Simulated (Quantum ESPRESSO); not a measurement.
Consider CuS (Fm-3m).

```
Cu S
1.0
     0.00000    2.43990    2.43990
     2.43990    0.00000    2.43990
     2.43990    2.43990    0.00000
Cu S
1 1
Direct
  0.00000 0.00000 0.00000
  0.50000 0.50000 0.50000
```

Absorber: atom 1, with 6 S at 2.44 Å (octahedral, site symmetry m-3m). Method: Quantum ESPRESSO XSpectra, LDA, excited-electron core hole (neutral cell), 12-atom cell with 6.0 Å between holes, 4×5×5 k points, dipole transitions, Lorentzian half width 0.78 eV up to 4 eV, rising linearly to 1.75 eV at 25 eV (not a setting of the program: the run's 0.4 eV curve was folded afterwards with a further Lorentzian).

What does the Cu K edge look like?

Main maxima up to 30 eV above the zero (height): 7.2 eV (1.36), 13.8 eV (1.34), 17.0 eV (1.36) and 28.2 eV (1.26). A K edge sees empty p states on the absorber. The total-energy difference is 8995.09 eV. One term is added: -29.79 eV, since the hole is spin-paired here and a spin-polarised one costs that much less in the free atom (computed apart). The photon energy is then 8965.30 eV. The tabulated edge of the element is 8979 eV. The functional leaves an error in such absolute values: in the free atom LDA prices this hole 18.3 eV below PBE (computed apart), and PBE is itself good to a few eV.

The Cu K spectrum (energy from the energy zero of the input (xe0, at the border of filled and empty states); intensity scaled to a mean of 1 over the first 20 eV; folded afterwards to Lorentzian half width 0.78 eV up to 4 eV, rising linearly to 1.75 eV at 25 eV; the points at xe0, where the cut of filled states can leave a spike, are interpolated):

```csv
E (eV),intensity
-2.0,0.07
-1.5,0.08
-1.0,0.09
-0.5,0.12
0.0,0.14
0.5,0.17
1.0,0.18
1.5,0.20
2.0,0.24
2.5,0.31
3.0,0.40
3.5,0.53
4.0,0.69
4.5,0.86
5.0,1.00
5.5,1.12
6.0,1.22
6.5,1.30
7.0,1.35
7.5,1.34
8.0,1.26
8.5,1.20
9.0,1.15
9.5,1.08
10.0,1.01
10.5,0.97
11.0,0.96
11.5,0.98
12.0,1.05
12.5,1.15
13.0,1.26
13.5,1.33
14.0,1.34
14.5,1.31
15.0,1.30
15.5,1.30
16.0,1.32
16.5,1.35
17.0,1.36
17.5,1.33
18.0,1.25
18.5,1.17
19.0,1.11
19.5,1.07
20.0,1.03
20.5,1.00
21.0,1.00
21.5,1.02
22.0,1.06
22.5,1.11
23.0,1.15
23.5,1.17
24.0,1.20
24.5,1.21
25.0,1.22
25.5,1.22
26.0,1.22
26.5,1.22
27.0,1.23
27.5,1.25
28.0,1.26
28.5,1.26
29.0,1.23
29.5,1.18
30.0,1.12
30.5,1.04
31.0,0.96
31.5,0.90
32.0,0.86
```

The primitive cell holds an odd number of electrons, so a spin-paired run has to come out metallic; that is right for a metal, but some such compounds are magnetic or distorted insulators. The holes are only 6.0 Å apart, so the shape is probably not converged with cell size; no larger cell was run here. Lifetime broadening is put in by hand, and intensities beyond about 20 eV depend on it and on the partial waves. The structure is a computed Materials Project entry and may be a hypothetical form.

[Banner, clock and machine lines of the logs are left out without a mark of their own.]

[Logs are printed without paths, hosts, clocks, repeated set-up lines and the standing remarks that a program may print on its own settings, such as how far it seeks lower states.]

[Hosts, paths, dates, database ids (printed as entryN), source tags and the programs' standing remarks are cut or masked in the printed files.]

[Lists of maxima count a maximum above −3 eV only where it reaches 4 % of the highest in the window and stands out from its surroundings by 2 % of it (1.5 % where it reaches 55 %); shoulders and weaker maxima are passed over, and of the rest the first, up to two pre-edge ones and the few strongest are named.]
